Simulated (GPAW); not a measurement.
# Core-hole calculation of the Al K edge in Al2Cu (P4/mmm), part 2 of 3

Aim: the near-edge shape at the Al K edge of Al2Cu (P4/mmm), and what the core hole does to it.

GPAW 26.7.0; X-ray absorption from dipole matrix elements to empty bands, plane-wave PAW LDA.

So far. Step 2 (Ground state of the crystal): The mesh shows no gap, so the system is treated as a metal and the core electron is put at the Fermi level (neutral cell). Step 3 (Spectrum without a core hole, Al atom 2): Main maxima below 24 eV (height): 1.6 eV (0.70), 4.0 eV (1.03), 6.5 eV (1.19), 9.6 eV (1.22), 12.7 eV (1.16), 14.7 eV (1.19) and 18.0 eV (1.11). A K edge sees empty p states on the absorber.

### Step 5. Spectrum with XCH, Al atom 2

The holes are 8.2 Å apart. In GPAW the data set carries the hole's charge, so charge=0 means a charged cell and charge=-1 a neutral one. The excited electron is kept in the cell, where it fills the lowest empty states and screens the hole. After the field has converged, empty bands are computed with the density fixed and the dipole matrix elements are summed.

xas.py

```python
import numpy as np
from ase import Atoms
from ase.parallel import parprint, paropen
from gpaw import GPAW, PW, FermiDirac, Mixer, MixerDif, setup_paths
from gpaw.test import gen
setup_paths.insert(0, '.')
gen('Al', name='fch1s', xcname='LDA', corehole=(1, 0, 1), write_xml=True)
from gpaw.mpi import world
world.barrier()

atoms = Atoms('Cu8Al16',
    cell=[[4.105182, 4.105182, 5.782626],
     [-4.105182, 4.105182, -5.782626],
     [-4.105182, -4.105182, 5.782626]],
    scaled_positions=[[0, 0, 0],
     [0, 0.5, 0.5],
     [0.25, 0, 0.25],
     [0.5, 0.5, 0],
     [0.25, 0.5, 0.75],
     [0.5, 0, 0.5],
     [0.75, 0.5, 0.25],
     [0.75, 0, 0.75],
     [0.375, 0.25, 0.125],
     [0.375, 0.75, 0.625],
     [0.625, 0.25, 0.375],
     [0.875, 0.75, 0.125],
     [0.625, 0.75, 0.875],
     [0.875, 0.25, 0.625],
     [0.125, 0.75, 0.375],
     [0.125, 0.25, 0.875],
     [0.125, 0.75, 0.875],
     [0.125, 0.25, 0.375],
     [0.375, 0.75, 0.125],
     [0.625, 0.25, 0.875],
     [0.375, 0.25, 0.625],
     [0.625, 0.75, 0.375],
     [0.875, 0.25, 0.125],
     [0.875, 0.75, 0.625]],
    pbc=True)
atoms.calc = calc = GPAW(legacy_gpaw=True, mode=PW(430), xc='LDA', setups={8: 'fch1s'},
    kpts={'size': (3, 3, 3), 'gamma': True}, occupations=FermiDirac(0.1),
    charge=-1, mixer=Mixer(0.1, 5, 50), maxiter=150,
    convergence={'density': 0.0001}, txt='scf.txt')
energy = atoms.get_potential_energy() + calc.get_reference_energy()
ef = calc.get_fermi_level()
out = dict(energy=energy, fermi=ef, forces=atoms.get_forces().tolist())
parprint(f'all-electron energy {energy:.4f} eV, Fermi level {ef:.4f} eV')
ev = np.array([[calc.get_eigenvalues(k, s) for k in range(len(calc.get_ibz_k_points()))] for s in range(calc.get_number_of_spins())])
out['homo'], out['lumo'], out['counts'] = ev[ev < ef].max(), ev[ev > ef].min(), sorted(set((ev < ef).sum((0, 2)).tolist()))
out['filled'] = (ev[:, 0] < ef).sum(1).tolist()

from ase.units import Ha
from gpaw.xas import dipole_matrix_elements
nb = int(calc.get_number_of_electrons() / 2) + 234
top, nb = nb, nb + 8 + nb // 12
nscf = calc.fixed_density(kpts={'size': (4, 4, 4), 'gamma': True}, nbands=nb,
    convergence={'bands': top, 'eigenstates': 1e-5}, maxiter=60, txt='nscf.txt')
cell = atoms.cell.array
ops = [cell.T @ U.T @ np.linalg.inv(cell.T) for U in nscf.wfs.kd.symmetry.op_scc]
E = np.arange(-6, 34, 0.1)
fwhm = np.interp(E, [4, 25], [0.9, 3.5])
Y, X, zero, highest = 0, 0, 1e9, 1e9
for spin in range(nscf.get_number_of_spins()):
    wfs = nscf.wfs
    A = dipole_matrix_elements(wfs.setups[8])
    eps = np.zeros((wfs.kd.nibzkpts, nb))
    d = np.zeros((3, A.shape[1], wfs.kd.nibzkpts, nb), complex)
    for kpt in wfs.kpt_u:
        if kpt.s == spin and 8 in kpt.P_ani:
            eps[kpt.k] = kpt.eps_n * Ha
            d[:, :, kpt.k] = (kpt.weight * wfs.nspins / 2) ** 0.5 * np.inner(A, kpt.P_ani[8])
    world.sum(eps)
    world.sum(d)
    T = np.einsum('amkn,bmkn->abkn', d, d.conj()).real
    T = sum(np.einsum('ai,ijkn,bj->abkn', R, T, R) for R in ops) / len(ops)
    empty = eps > ef
    zero, highest = min(zero, eps[empty].min()), min(highest, eps[:, top - 1].min())
    lines = [(eps, T, empty)] if spin == 0 else lines + [(eps, T, empty)]
for eps, T, empty in lines:
    f = np.einsum('aakn->akn', T).reshape(3, -1)
    x = eps.ravel() - zero
    w = np.interp(x, E, fwhm) / 2.35482
    g = np.exp(-0.5 * ((E[:, None] - x) / w) ** 2) / (w * (2 * np.pi) ** 0.5)
    Y = Y + (f * empty.ravel()) @ g.T
    X = X + (f * ~empty.ravel()) @ g.T
out.update(E=E.round(2).tolist(), xas=Y.tolist(), xes=X.tolist(), zero=zero, valid=highest - zero, nk=len(eps), nb=nb)
for i in range(0, len(E), 10):
    parprint(f'{E[i]:7.2f}', *(f'{v:10.3e}' for v in Y[:, i]))
import json
with paropen('out.json', 'w') as f:
    json.dump(out, f)
```

The run is started by

```console
$ OMP_NUM_THREADS=1 mpirun -n 4 gpaw python xas.py
```

Numbers of over 12 decimals in the logs are rounded to 6 here.

Output:

```text
Input parameters:
  charge: -1
  convergence: {density: 0.0001}
  kpts: {gamma: True,
         size: (3, 3, 3)}
  maxiter: 150
  mixer: {backend: pulay,
          beta: 0.1,
          method: separate,
          nmaxold: 5,
          weight: 50}
  mode: {ecut: 430.0,
         name: pw}
  occupations: {fixmagmom: False,
                name: fermi-dirac,
                width: 0.1}
  setups: {8: fch1s}

Initialize ...

[... PAW data sets ...]

Reference energy: -463290.478646  # eV

Spin-paired calculation

[... convergence settings ...]
Symmetries present (total): 2
  [... symmetry matrices ...]

27 k-points: 3 x 3 x 3 Monkhorst-Pack grid
10 k-points in the irreducible part of the Brillouin zone
       k-points in crystal coordinates                weights
   0:     0.00000000    0.00000000    0.00000000          1/27
   1:     0.00000000    0.33333333   -0.33333333          2/27
   2:     0.33333333   -0.33333333   -0.33333333          2/27
   3:     0.33333333   -0.33333333    0.00000000          4/27
   4:     0.33333333   -0.33333333    0.33333333          2/27
   5:     0.33333333    0.00000000   -0.33333333          4/27
   6:     0.33333333    0.00000000    0.00000000          2/27
   7:     0.33333333    0.33333333   -0.33333333          2/27
   8:     0.33333333    0.33333333    0.00000000          4/27
   9:     0.33333333    0.33333333    0.33333333          4/27

Wave functions: Plane wave expansion
  Cutoff energy: 430.000 eV
  Number of coefficients (min, max): 7815, 7912
  Pulay-stress correction: 0.000000 eV/Ang^3 (de/decut=0.000000)
  Using FFTW library
  Wavefunction extrapolation:
    Improved wavefunction reuse through dual PAW basis

Occupation numbers: Fermi-Dirac:
  width: 0.1000  # eV

Eigensolver
   Davidson(niter=2)

Densities:
  Coarse grid: 40*40*40 grid
  Fine grid: 80*80*80 grid
  Total Charge: 0.000000

Density mixing:
  Method: separate
  Backend: pulay
  Linear mixing parameter: 0.1
  old densities: 5
  Width of damping distribution: 1.1
  Damping of long wavelength oscillations: 50

[... Hamiltonian set-up ...]
Number of atoms: 24
Number of atomic orbitals: 136
Number of bands in calculation: 87
Number of valence electrons: 137
Bands to converge: occupied

... initialized

Initializing position-dependent things.

Density initialized from atomic densities
Creating initial wave functions:
  87 bands from LCAO basis set

                       Cu
                         Al
                  Al
                     Al        Al
              Al       CuAl
                  Al      Cul
            Al       Al
             Cu        Cu
              Al         Alu
        Al        Al
                     Al
             Cul       Cu

Atomic positions and initial magnetic moments

Positions:
   0 Cu     0.000000    0.000000    0.000000    ( 0.0000,  0.0000,  0.0000)
   1 Cu    -4.105182    0.000000    0.000000    ( 0.0000,  0.0000,  0.0000)
   2 Cu     0.000000    0.000000    2.891313    ( 0.0000,  0.0000,  0.0000)
   3 Cu     0.000000    4.105182    0.000000    ( 0.0000,  0.0000,  0.0000)
   4 Cu    -4.105182    0.000000    2.891313    ( 0.0000,  0.0000,  0.0000)
   5 Cu     0.000000    0.000000    5.782626    ( 0.0000,  0.0000,  0.0000)
   6 Cu     0.000000    4.105182    2.891313    ( 0.0000,  0.0000,  0.0000)
[...]
21 Al    -2.052591    4.105182    1.445657    ( 0.0000,  0.0000,  0.0000)
  22 Al     2.052591    4.105182    4.336969    ( 0.0000,  0.0000,  0.0000)
  23 Al    -2.052591    4.105182    4.336969    ( 0.0000,  0.0000,  0.0000)

Unit cell:
           periodic     x           y           z      points  spacing
  1. axis:    yes    4.105182    4.105182    5.782626    40     0.1674
  2. axis:    yes   -4.105182    4.105182   -5.782626    40     0.1451
  3. axis:    yes   -4.105182   -4.105182    5.782626    40     0.1674

  Lengths:   8.194132   8.194132   8.194132
  Angles:  119.868901  90.227221 119.868901

Effective grid spacing dv^(1/3) = 0.1826

iter:   1  -140.570574
iter:   2  -117.848772   -0.15  -0.93
iter:   3  -114.828257   -0.62  -1.09
iter:   4  -114.248615   -1.81  -1.23
iter:   5  -113.988169   -1.98  -1.37
iter:   6  -113.846600   -1.93  -1.55
iter:   7  -113.789754   -2.76  -2.08
iter:   8  -113.792729c  -2.97  -2.19
iter:   9  -113.771684c  -2.94  -2.46
iter:  10  -113.770373c  -4.30  -2.72
iter:  11  -113.770345c  -4.55  -3.12
iter:  12  -113.770325c  -4.81  -3.25
iter:  13  -113.770327c  -5.46  -3.46
iter:  14  -113.770318c  -5.81  -3.50
iter:  15  -113.770328c  -6.49  -3.60
iter:  16  -113.770304c  -7.26  -3.97
iter:  17  -113.770295c  -6.46  -4.24c
iter:  18  -113.770295c  -7.54c -4.58c

Converged after 18 iterations.

Dipole moment: (0.104072, 0.279511, -0.423161) |e|*Ang

Energy contributions relative to reference atoms: (reference = -463290.478646)

Kinetic:        -57.635122
Potential:      +55.950543
External:        +0.000000
XC:            -112.833636
Entropy (-ST):   -0.278456
Local:           +0.887148
SIC:             +0.000000
--------------------------
Free energy:   -113.909523
Extrapolated:  -113.770295

Showing only first 2 kpts
 Kpt  Band  Eigenvalues  Occupancy
  0    66      6.99887    0.01182
  0    67      7.00324    0.01132
  0    68      7.02218    0.00937
  0    69      7.36009    0.00032

  1    66      5.95857    1.98984
  1    67      6.20886    1.88261
  1    68      6.52867    0.79150
[...]
Fermi level: 6.48636

No gap
No difference between direct/indirect transitions

Forces in eV/Ang:
  0 Cu    0.00000    0.09858    0.02373
  1 Cu    0.00000    0.06071   -0.00351
  2 Cu    0.00000    0.09858   -0.02374
  3 Cu    0.00000   -0.09858    0.02374
  4 Cu    0.00000    0.06071    0.00351
  5 Cu    0.00000   -0.06071   -0.00351
  6 Cu    0.00000   -0.09858   -0.02373
[...]
21 Al    0.06693   -0.12118   -0.00000
 22 Al   -0.00000    0.00000    0.00000
 23 Al    0.00000    0.00000    0.00000
Scalar-relativistic atomic LDA calculation for Al (Aluminium, Z=13)
Core hole in 1s state (1s occupation: 1.0)
450 radial gridpoints.
|------------------------------------------------|
|------------------------------------------------|
[... the atom generator's iteration count ...]

Energy contributions:
-------------------------
Kinetic:     +183.893595
XC:           -14.209497
Potential:   -353.628519
-------------------------
Total:       -183.944421

state      eigenvalue         ekin         rmax
-----------------------------------------------
1s^1.0 :   -60.362648    82.057235        0.077
2s^2.0 :    -5.188665    12.296859        0.473
2p^6.0 :    -3.893101    12.072890        0.390
3s^2.0 :    -0.683483     1.740987        1.779
3p^1.0 :    -0.437761     1.323330        2.009
-----------------------------------------------
(units: Bohr and Hartree)

Generating PAW setup
Kinetic energy of the core from tauc = 179.402319
Cutoffs:
rc(s)=2.050
rc(p)=2.050
rc(d)=2.050
rc(vbar)=1.845
rc(comp)=2.050
rc(nct)=2.050

Kinetic energy of the core states: 179.088292
Charge: 1.0
Core electrons: 9.0
Valence electrons: 3.0
Pseudo-core charge: 0.169630
Shape function alpha=2.380
Pseudo-electron charge 3.431685
state    eigenvalue         norm
--------------------------------
3s(2) :    -0.683483     1.126964
*s    :     0.316517
3p(1) :    -0.437761     1.008127
*p    :     0.562239
*d    :     0.000000
--------------------------------

Diagonalizing with gridspacing h=0.050

state   all-electron     PAW
-------------------------------
3s:      -0.683483    -0.683641
3p:      -0.437761    -0.437937
*d:                   -0.137096
*f:                   -0.021062
-------------------------------
all-electron energy -463404.2489 eV, Fermi level 6.4864 eV
[...]
31.00  7.103e-06  6.480e-06  6.864e-06
  32.00  7.141e-06  6.494e-06  6.865e-06
  33.00  6.973e-06  6.587e-06  6.703e-06
```

The job ended after 11 min (4 MPI ranks of Arm Neoverse V2, shared host; peak memory 0.84 GiB; 43 min of CPU time).

The Al K spectrum, Al atom 2, excited-electron core hole (neutral cell) (energy from the lowest empty level; intensity scaled to a mean of 1 over the first 20 eV; polarised curves are means over the symmetry-equivalent atoms):

| E (eV) | isotropic | ε ⊥ c | ε ∥ c |
| --- | --- | --- | --- |
| -2.0 | 0.00 | 0.00 | 0.00 |
| -1.0 | 0.00 | 0.01 | 0.00 |
| 0.0 | 0.48 | 0.50 | 0.44 |
| 1.0 | 0.93 | 0.92 | 0.94 |
| 2.0 | 1.11 | 1.16 | 1.02 |
| 3.0 | 0.98 | 0.95 | 1.04 |
| 4.0 | 1.24 | 1.26 | 1.20 |
| 5.0 | 1.13 | 1.09 | 1.19 |
| 6.0 | 1.35 | 1.36 | 1.33 |
| 7.0 | 1.13 | 1.16 | 1.06 |
| 8.0 | 1.12 | 1.14 | 1.08 |
| 9.0 | 1.24 | 1.22 | 1.28 |
| 10.0 | 1.08 | 1.05 | 1.13 |
| 11.0 | 0.90 | 0.88 | 0.94 |
| 12.0 | 0.93 | 0.91 | 0.97 |
| 13.0 | 0.98 | 0.97 | 1.01 |
| 14.0 | 0.93 | 0.92 | 0.95 |
| 15.0 | 0.95 | 0.95 | 0.94 |
| 16.0 | 0.93 | 0.93 | 0.93 |
| 17.0 | 0.86 | 0.86 | 0.88 |
| 18.0 | 0.79 | 0.79 | 0.80 |
| 19.0 | 0.72 | 0.72 | 0.71 |
| 20.0 | 0.64 | 0.65 | 0.63 |
| 21.0 | 0.59 | 0.60 | 0.57 |
| 22.0 | 0.55 | 0.56 | 0.53 |
| 23.0 | 0.52 | 0.53 | 0.50 |
| 24.0 | 0.52 | 0.53 | 0.49 |
| 25.0 | 0.55 | 0.56 | 0.53 |
| 26.0 | 0.59 | 0.60 | 0.59 |
| 27.0 | 0.64 | 0.64 | 0.64 |
| 28.0 | 0.70 | 0.70 | 0.70 |
| 29.0 | 0.78 | 0.78 | 0.77 |

Main maxima below 24 eV (height): 2.2 eV (1.12), 4.3 eV (1.28), 5.9 eV (1.36), 8.8 eV (1.24), 12.8 eV (0.99) and 15.3 eV (0.95). 

The total-energy difference is 1563.72 eV. One term is added: -13.88 eV, since the hole is spin-paired here and a spin-polarised one costs that much less in the free atom (computed apart). The photon energy is then 1549.84 eV. The tabulated edge of the element is 1559 eV. The functional leaves an error in such absolute values: in the free atom LDA prices this hole 7.2 eV below PBE (computed apart), and PBE is itself good to a few eV.

### Step 6. Spectrum with FCH, Al atom 2

The holes are 8.2 Å apart. In GPAW the data set carries the hole's charge, so charge=0 means a charged cell and charge=-1 a neutral one. The excited electron is left out and a uniform background balances the charge. After the field has converged, empty bands are computed with the density fixed and the dipole matrix elements are summed.

Changed against the first core-hole run: core hole to FCH.

xas.py, as its differences from that of step 5:

```diff
@@ -41,3 +41,3 @@
     kpts={'size': (3, 3, 3), 'gamma': True}, occupations=FermiDirac(0.1),
-    charge=-1, mixer=Mixer(0.1, 5, 50), maxiter=150,
+    charge=0, mixer=Mixer(0.1, 5, 50), maxiter=150,
     convergence={'density': 0.0001}, txt='scf.txt')
```

Output:

```text
Input parameters:
  convergence: {density: 0.0001}
  kpts: {gamma: True,
         size: (3, 3, 3)}
  maxiter: 150
  mixer: {backend: pulay,
          beta: 0.1,
          method: separate,
          nmaxold: 5,
          weight: 50}
  mode: {ecut: 430.0,
         name: pw}
  occupations: {fixmagmom: False,
                name: fermi-dirac,
                width: 0.1}
  setups: {8: fch1s}

Initialize ...

[...]
*p    :     0.562239
*d    :     0.000000
--------------------------------

Diagonalizing with gridspacing h=0.050

state   all-electron     PAW
-------------------------------
3s:      -0.683483    -0.683641
3p:      -0.437761    -0.437937
*d:                   -0.137096
*f:                   -0.021062
-------------------------------
all-electron energy -463410.7011 eV, Fermi level 6.3849 eV
[...]
32.00  7.151e-06  6.499e-06  6.887e-06
  33.00  6.987e-06  6.561e-06  6.718e-06
[key lines of the parts left out:]
Converged after 18 iterations.
Dipole moment: (0.116271, 0.282088, -0.433357) |e|*Ang
Free energy:   -120.346706
Fermi level: 6.38495
```

It took 10 min on 4 MPI ranks; peak memory 0.84 GiB; 42 min of CPU time.

| E (eV) | first run | this run |
| --- | --- | --- |
| -2.0 | 0.00 | 0.00 |
| -1.0 | 0.00 | 0.00 |
| 0.0 | 0.48 | 0.44 |
| 1.0 | 0.93 | 0.88 |
| 2.0 | 1.11 | 1.10 |
| 3.0 | 0.98 | 1.00 |
| 4.0 | 1.24 | 1.20 |
| 5.0 | 1.13 | 1.15 |
| 6.0 | 1.35 | 1.35 |
| 7.0 | 1.13 | 1.15 |
| 8.0 | 1.12 | 1.10 |
| 9.0 | 1.24 | 1.24 |
| 10.0 | 1.08 | 1.10 |
| 11.0 | 0.90 | 0.92 |
| 12.0 | 0.93 | 0.91 |
| 13.0 | 0.98 | 0.98 |
| 14.0 | 0.93 | 0.93 |
| 15.0 | 0.95 | 0.94 |
| 16.0 | 0.93 | 0.94 |
| 17.0 | 0.86 | 0.87 |
| 18.0 | 0.79 | 0.80 |
| 19.0 | 0.72 | 0.72 |
| 20.0 | 0.64 | 0.65 |
| 21.0 | 0.59 | 0.59 |
| 22.0 | 0.55 | 0.56 |
| 23.0 | 0.52 | 0.52 |
| 24.0 | 0.52 | 0.51 |
| 25.0 | 0.55 | 0.54 |
| 26.0 | 0.59 | 0.59 |
| 27.0 | 0.64 | 0.63 |
| 28.0 | 0.70 | 0.69 |
| 29.0 | 0.78 | 0.77 |

The scaled spectrum changes by 2 % r.m.s. The highest intensity below 16 eV goes from 5.9 eV (1.36) to 6.0 eV (1.35).

The photon energy of the zero moves by -0.06 eV.

### Step 7. Supercell without a hole, the energy reference

The cell changes for the next run, so it gets a reference energy of its own.

scf.py

```python
import numpy as np
from ase import Atoms
from ase.parallel import parprint, paropen
from gpaw import GPAW, PW, FermiDirac, Mixer, MixerDif, setup_paths
from gpaw.test import gen
setup_paths.insert(0, '.')
gen('Al', name='nch1s', xcname='LDA', corehole=(1, 0, 0), write_xml=True)
from gpaw.mpi import world
world.barrier()

atoms = Atoms('Cu4Al8',
    cell=[[-4.105182, 4.105182, 0],
     [-4.105182, -4.105182, 0],
     [4.105182, 0, 5.782626]],
    scaled_positions=[[0, 0, 0],
     [0.5, 0.5, 0],
     [0.25, 0.25, 0.5],
     [0.75, 0.75, 0.5],
     [0.375, 0.875, 0.25],
     [0.875, 0.375, 0.25],
     [0.625, 0.125, 0.75],
     [0.125, 0.625, 0.75],
     [0.875, 0.875, 0.25],
     [0.375, 0.375, 0.25],
     [0.125, 0.125, 0.75],
     [0.625, 0.625, 0.75]],
    pbc=True)
atoms.calc = calc = GPAW(legacy_gpaw=True, mode=PW(430), xc='LDA', setups={4: 'nch1s'},
    kpts={'size': (3, 3, 3), 'gamma': True}, occupations=FermiDirac(0.1),
    charge=0, mixer=Mixer(0.1, 5, 50), maxiter=150,
    convergence={'density': 0.0001}, txt='scf.txt')
energy = atoms.get_potential_energy() + calc.get_reference_energy()
ef = calc.get_fermi_level()
out = dict(energy=energy, fermi=ef, forces=atoms.get_forces().tolist())
parprint(f'all-electron energy {energy:.4f} eV, Fermi level {ef:.4f} eV')
ev = np.array([[calc.get_eigenvalues(k, s) for k in range(len(calc.get_ibz_k_points()))] for s in range(calc.get_number_of_spins())])
out['homo'], out['lumo'], out['counts'] = ev[ev < ef].max(), ev[ev > ef].min(), sorted(set((ev < ef).sum((0, 2)).tolist()))
out['filled'] = (ev[:, 0] < ef).sum(1).tolist()
import json
with paropen('out.json', 'w') as f:
    json.dump(out, f)
```

The run is started by

```console
$ OMP_NUM_THREADS=1 mpirun -n 4 gpaw python scf.py
```

Output:

```text
Input parameters:
  convergence: {density: 0.0001}
  kpts: {gamma: True,
         size: (3, 3, 3)}
  maxiter: 150
  mixer: {backend: pulay,
          beta: 0.1,
          method: separate,
          nmaxold: 5,
          weight: 50}
  mode: {ecut: 430.0,
         name: pw}
  occupations: {fixmagmom: False,
                name: fermi-dirac,
                width: 0.1}
  setups: {4: nch1s}

Initialize ...

[...]
warnings.warn(
<dir> UserWarning: Using symmetrized grid: (35,35,35).

  warnings.warn('Using symmetrized grid: ({},{},{}).\n'.format(*N_c))
<dir> UserWarning: Using symmetrized grid: (35,35,35).

  warnings.warn('Using symmetrized grid: ({},{},{}).\n'.format(*N_c))
<dir> UserWarning: Using symmetrized grid: (35,35,35).

  warnings.warn('Using symmetrized grid: ({},{},{}).\n'.format(*N_c))
all-electron energy -232483.9784 eV, Fermi level 6.2687 eV
[key lines of the parts left out:]
Converged after 16 iterations.
Dipole moment: (-0.000000, -0.000000, -0.000000) |e|*Ang
Free energy:    -52.270834
Fermi level: 6.26867
```

Elapsed: 18 s, on 4 MPI ranks; peak memory 0.23 GiB; 70 s of CPU time.

Reference energy: -232483.978 eV with the cores included.

(Part 2 of 3 ends here.)

[Banner, clock and machine lines of the logs are left out without a mark of their own.]

[Logs are printed without paths, hosts, clocks, repeated set-up lines and the standing remarks that a program may print on its own settings, such as how far it seeks lower states.]

[Hosts, paths, dates, database ids (printed as entryN), source tags and the programs' standing remarks are cut or masked in the printed files.]

[Lists of maxima count a maximum above −3 eV only where it reaches 4 % of the highest in the window and stands out from its surroundings by 2 % of it (1.5 % where it reaches 55 %); shoulders and weaker maxima are passed over, and of the rest the first, up to two pre-edge ones and the few strongest are named.]
